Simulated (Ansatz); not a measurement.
# Ta wire along [100], 12 atoms a period: bands along the axis, part 2 of 2

Wanted: the relaxed geometry and the bands of the Ta wire along [100], 12 atoms a period.

Ansatz 0.2.0; DFT PBE, plane waves, PAW; relaxation of a wire's period; PAW set soft_1 (the session's first sound run).

So far: The starting structure; Relaxation of atoms and period.

## 2. Relaxation of atoms and period (continued)

Step by step:

```csv
step,energy less that of the first step (eV),largest force component (eV/Å),pressure (GPa),volume (Å³)
1,0.0000,2.0676,-6.72,599.70
2,-1.6219,1.1741,2.60,573.33
3,-1.9167,0.3272,-0.17,575.94
4,-1.9644,0.2012,-0.20,569.57
5,-1.9726,0.0744,0.06,570.33
6,-1.9737,0.0105,0.03,570.25
7*,-1.9715,0.0104,0.03,570.25
```

Relaxation steps marked * repeat the geometry before them on a plane-wave basis chosen anew for their cell, so energy and pressure can jump there.

Forces are held to the 16 operations that the run works with; a distortion that breaks them can't arise in this run.

```csv
cell as run,before,after,change
c (Å),3.320,3.157,-4.9 %
```

The atoms that moved most (Å, along periodic axes as changes of fractional coordinates times the final cell, across vacuum about the mean position):

```
atom      dx      dy     dz  length
 Ta1  -0.037   0.121  0.000   0.127
 Ta7   0.121  -0.037  0.000   0.127
 Ta4   0.037   0.121  0.000   0.127
 Ta8   0.121   0.037  0.000   0.127
Ta11  -0.121  -0.037  0.000   0.127
 Ta3  -0.037  -0.121  0.000   0.127
Ta12  -0.121   0.037  0.000   0.127
 Ta6   0.037  -0.121  0.000   0.127
```

Final coordinates:

```cif
data_structure
_symmetry_space_group_name_H-M 'P 1'
_symmetry_Int_Tables_number 1
_cell_length_a 13.4400
_cell_length_b 13.4400
_cell_length_c 3.1569
_cell_angle_alpha 90.000
_cell_angle_beta 90.000
_cell_angle_gamma 90.000
_cell_volume 570.25
loop_
_atom_site_label
_atom_site_type_symbol
_atom_site_fract_x
_atom_site_fract_y
_atom_site_fract_z
_atom_site_occupancy
Ta1 Ta 0.37375 0.26201 0.00000 1
Ta2 Ta 0.37659 0.50000 0.00000 1
Ta3 Ta 0.37375 0.73799 0.00000 1
Ta4 Ta 0.62625 0.26201 0.00000 1
Ta5 Ta 0.62341 0.50000 0.00000 1
Ta6 Ta 0.62625 0.73799 0.00000 1
Ta7 Ta 0.26201 0.37375 0.50000 1
Ta8 Ta 0.26201 0.62625 0.50000 1
Ta9 Ta 0.50000 0.37659 0.50000 1
Ta10 Ta 0.50000 0.62341 0.50000 1
Ta11 Ta 0.73799 0.37375 0.50000 1
Ta12 Ta 0.73799 0.62625 0.50000 1
```

This step gave:

```yaml
energy_at_zero_smearing: -119183.2205 eV
cell_length_along_the_wire: 3.157 Å
```

The cell's length comes to 3.157 Å with spin left out.

## 3. The perfect wire

This step: DFT PBE, plane waves, PAW; bands of a perfect wire; PAW set soft_1 (Ansatz 0.2.0).

At the relaxed period the bands are computed along the axis; those that cross an energy going forward count the channels that a perfect wire would open there.

input.yaml

```yaml
crystal:
  lattice:
    - [13.44, 0.0, 0.0]
    - [0.0, 13.44, 0.0]
    - [0.0, 0.0, 3.1569435612]
  atoms:
    - { symbol: Ta, position: [0.373747754, 0.262011319, 0.0] }
    - { symbol: Ta, position: [0.376585673, 0.5, 0.0] }
    - { symbol: Ta, position: [0.373747754, 0.737988681, 0.0] }
    - { symbol: Ta, position: [0.626252246, 0.262011319, 0.0] }
    - { symbol: Ta, position: [0.623414327, 0.5, 0.0] }
    - { symbol: Ta, position: [0.626252246, 0.737988681, 0.0] }
    - { symbol: Ta, position: [0.262011319, 0.373747754, 0.5] }
    - { symbol: Ta, position: [0.262011319, 0.626252246, 0.5] }
    - { symbol: Ta, position: [0.5, 0.376585673, 0.5] }
    - { symbol: Ta, position: [0.5, 0.623414327, 0.5] }
    - { symbol: Ta, position: [0.737988681, 0.373747754, 0.5] }
    - { symbol: Ta, position: [0.737988681, 0.626252246, 0.5] }
kpoints:
  mp_grid: { grid: [1, 1, 26] }
  band_path: { path: ["Γ", Z], npoints: 90 }
scf:
  occupations: { method: fermi_dirac, width: 0.05 }
hamiltonian:
  xc: pbe
  pseudopotentials: { kind: paw, azcp: { folder: soft_1 } }
output:
  dos: { e_range: [-5, 4] }
  write_potential: true
  write_density: true
  volumetric_format: npy
```

Started as:

```sh
$ ansatz run input.yaml --threads 4 --pin off --max-ram 16384MiB --backend cpu --events-out ev --progress --plain --runs-dir out
```

Numbers of over 12 decimals in the logs are rounded to 6 here.

Log:

```text
[...]
Crystal: 12 atoms, lattice volume = 570.250 Å³
Basis set: ecut = 420 eV, 11191 PW (Γ)
Bands: 94, of which v1, the nominal top of the filled ones, is band 78 counted from 1 (77 counted from 0)
Symmetry: 16 space group operations
[...]
k-points: 14 of 26
[...]
SCF iter   1: F=—  HF=-119199.785573 eV  |F-HF|=—  |Δ(HF+E_count)|=         —  Δρ=4.92e-2  dr2=1.31e2  ethr=3.10e-3  ⟨swp⟩=11.4  Hψ=6578  notcnv=0  defer=3
[...]
SCF iter  11: F=-119183.280860 eV  HF=-119183.280860 eV  |F-HF|=1.95e-9  |Δ(HF+E_count)|=  5.82e-10  Δρ=1.57e-6  dr2=1.88e-8  ethr=6.41e-11  ⟨swp⟩=14.9  Hψ=4784  notcnv=0
SCF 1 converged in 11 iterations: F = -119183.280860 eV  dr2 = 1.88e-8
[...]
NSCF: frozen V_eff on 91 k-points
WARN: The output density's exchange-correlation potential varies sharply where the density is thin. Do not read a vacuum level from v_tot or v_xc, or from such a field of the output density. On a cell that repeats whose density bears no net charge and no dipole along the vacuum's axis use v_es (v_loc + v_h of the components); under efield.dipole_correction with no amplitude use v_es + v_field, which holds any externa [...]
SCF converged after 11 iterations
Free energy (F): -119183.280860 eV
[...]
Internal energy: -119183.160243 eV  (E = F + TS)
E sigma→0 (E₀):  -119183.220551 eV
Entropy (-TS):   -0.120618 eV (-10.051 meV/atom)
Fermi energy:    5.138292 eV
[...]
--- Band table (eV; the first three rows and the last of 14) ---
  k-point 0: bands = [... 74 lower, 5.1555, 5.1555, 5.2614, 5.2821, 5.3851, 5.5095, 5.5095, 5.5624, ... 12 higher]
  k-point 1: bands = [... 74 lower, 5.1064, 5.1064, 5.2814, 5.3207, 5.3538, 5.3538, 5.3624, 5.5673, ... 12 higher]
  k-point 2: bands = [... 74 lower, 5.0348, 5.0348, 5.2599, 5.2599, 5.3194, 5.3401, 5.4194, 5.4409, ... 12 higher]
  k-point 13: bands = [... 74 lower, 4.5081, 4.5081, 5.1931, 5.1931, 5.3779, 5.3779, 6.0137, 6.0137, ... 12 higher]
```

Elapsed: 65 s, on 4 threads of Arm Neoverse V1, shared host; peak memory 2.7 GiB.

Numbers from this step:

```
energy at zero smearing : -119183.2206 eV
band gap                : 0 eV
```

The electronic bands at the labelled points (eV, zero at the Fermi level):

```csv
point,band 76,band 77,band 78,band 79,band 80,band 81,band 82,band 83
Γ,0.02,0.12,0.14,0.25,0.37,0.37,0.42,0.46
halfway,-0.77,-0.55,-0.14,-0.14,-0.02,0.02,0.27,0.44
Z,-0.63,0.05,0.05,0.24,0.24,0.88,0.88,0.96
```

Between Γ and Z the bands cross the Fermi level 12 times, so a perfect wire would conduct at least 12 G₀, with spin left out.

## 4. Outcome

| Property | Result |
| --- | --- |
| cell length, PBE | 3.157 Å |
| ballistic conductance by band crossings, a lower bound, PBE | 12 G₀ |

What this shows: Under PBE the cell's length is 3.16 Å, and the bands cross the Fermi level 12 times between Γ and Z, which gives a perfect wire at least 12 G₀ (opposite crossings within one step of the path cancel in such a count). No spin was allowed, though thin wires with open d shells can turn magnetic. Spin-orbit coupling is left out, which matters for the bands of heavy atoms.

[Logs are printed without paths, hosts, clocks, repeated set-up lines and the standing remarks that a program may print on its own settings, such as how far it seeks lower states.]

[Hosts, paths, dates, database ids (printed as entryN), source tags and the programs' standing remarks are cut or masked in the printed files.]
